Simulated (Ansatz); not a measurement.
G0W0 rungs for CO2 (Pa-3).

```yaml
crystal:
  lattice:
    - [5.49707, 0.00000, 0.00000]
    - [0.00000, 5.49707, 0.00000]
    - [0.00000, 0.00000, 5.49707]
  atoms:
    - { symbol: C, position: [0.00000, 0.00000, 0.00000] }
    - { symbol: C, position: [0.50000, 0.00000, 0.50000] }
    - { symbol: C, position: [0.50000, 0.50000, 0.00000] }
    - { symbol: C, position: [0.00000, 0.50000, 0.50000] }
    - { symbol: O, position: [0.12254, 0.12254, 0.12254] }
    - { symbol: O, position: [0.37746, 0.87746, 0.62254] }
    - { symbol: O, position: [0.62254, 0.37746, 0.87746] }
    - { symbol: O, position: [0.87746, 0.62254, 0.37746] }
    - { symbol: O, position: [0.87746, 0.87746, 0.87746] }
    - { symbol: O, position: [0.62254, 0.12254, 0.37746] }
    - { symbol: O, position: [0.37746, 0.62254, 0.12254] }
    - { symbol: O, position: [0.12254, 0.37746, 0.62254] }
```

The cell and positions are those that the Materials Project relaxed with its own functionals (PBE, PBE+U or r2SCAN), kept fixed.

Runs so far (Ansatz 0.2.0, start PBE, PAW set soft_1 files, 4×4×4 mesh). Times are wall times on 1 × NVIDIA H100 80GB HBM3 (shared by 3 runs) with 4 threads of AMD EPYC 7R13 (Zen 3), shared host, good to a factor of about two.

| bands summed | cutoff (eV) | gap on the mesh (eV) | time |
| --- | --- | --- | --- |
| 181 | 54 | 10.325 | 20 s |
| 455 | 108 | 10.442 | 30 s |

Question: What should the next rung give, with 942 bands and screening to 180 eV, and where is the limit?

The error falls about as one over the bands when the cutoff rises with them. A line through the two highest rungs given predicts 10.481 eV; the run gave 10.585 eV, a miss of 0.104 eV, so the law fails here: the steps don't follow it yet. The two highest rungs put the limit near 10.720 eV, the pair below near 10.518 eV; neither can be trusted until a further rung is run.

Gaps are over the mesh's points; an edge off the mesh would be missed. Limits: not at the basis limit.

[Paths, hosts, dates, memory and timing lines, banners, echoed tables and standing remarks are left out of the program output.]

[Logs are printed without paths, hosts, clocks, repeated set-up lines and the standing remarks that a program may print on its own settings, such as how far it seeks lower states.]

[Runs of the session that timed out or met a known fault of the program may be left out.]

[Cells called generated may have been cut or substituted from an entry of the Crystallography Open Database or the Materials Project.]

[Hosts, paths, dates, database ids (printed as entryN), source tags and the programs' standing remarks are cut or masked in the printed files.]
